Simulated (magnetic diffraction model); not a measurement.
**Moment size from magnetic intensity in K₃Co₂Br₂F₅**

Space group I4/mmm (no. 139), a = 4.3880 Å, c = 22.2550 Å.

```csv
site,atom,x,y,z
4e,Br,0,0,0.1941
4e,Co,1/2,1/2,0.4062
4e,K,0,0,0.3178
2b,K,1/2,1/2,0
8g,F,0,1/2,0.0944
2a,F,0,0,0
```

The compound is invented for this exercise: a known structure type with other elements, its cell scaled to their sizes and not relaxed.

Only Co is taken to order (form factors of Co2+); orders and moment sizes are assumed, and not adapted to the symmetry. Radiation: neutrons of λ = 2.41 Å, 8° to 95°; isotropic B of 0.44 Å² (Br), 0.48 Å² (Co), 0.61 Å² (K) and 0.96 Å² (F). Simulated constant-wavelength pattern: nuclear and magnetic terms add, the magnetic one as |2.695 fm × Σ f S⊥ exp(2πi Q·r) exp(−B s²)|², summed over all Q at one angle with the factor 1/(sin²θ cos θ). For collinear order S is the moment m, which repeats by lattice and centring translations R with the sign exp(−2πi k·R). Free-ion form factors, Sears's scattering lengths of 1992, no absorption; a label names one of the reflections at its angle. The strongest nuclear line in the range is 100, and lines under 0.2 are left out.

In a first state the assumed order is k = (0 1 0), collinear moments along [101], 2.3 μB on Co; signs + at (1/2, 1/2, 0.4062), + at (0, 0, 0.0938), with this pattern:

```csv
2θ (°),index,nuclear,magnetic
12.43,(0 0 2),6.9,0.0
18.70,(0 0 3),0.0,0.8
25.02,(0 0 4),7.3,0.0
32.51,(1 0 1),12.7,0.0
34.34,(1 0 2),0.0,16.4
37.21,(1 0 3),2.4,0.0
37.91,(0 0 6),0.3,0.0
40.94,(1 0 4),0.0,4.5
45.37,(1 0 5),2.0,0.0
45.70,(1 1 0),9.2,0.0
46.17,(1 1 1),0.0,3.2
47.55,(1 1 2),16.3,0.0
49.79,(1 1 3),0.0,7.1
50.35,(1 0 6),0.0,0.5
51.34,(0 0 8),2.3,0.0
52.80,(1 1 4),46.3,0.0
```
(The table stops after 16 lines; 27 more lie at higher angle.)

**Question.** Nearer the ordering temperature the line at 34.34° has total intensity 4.1 on the same scale, and all moments have shrunk alike. How large is the Co moment?

The nuclear part, 0.0, stays, so the magnetic part is 4.1 against 16.4. It goes as m², so m = 2.3 × √(4.1/16.4) = 1.15 μB; the value used was 1.15 μB.

[Logs are printed without paths, hosts, clocks, repeated set-up lines and the standing remarks that a program may print on its own settings, such as how far it seeks lower states.]
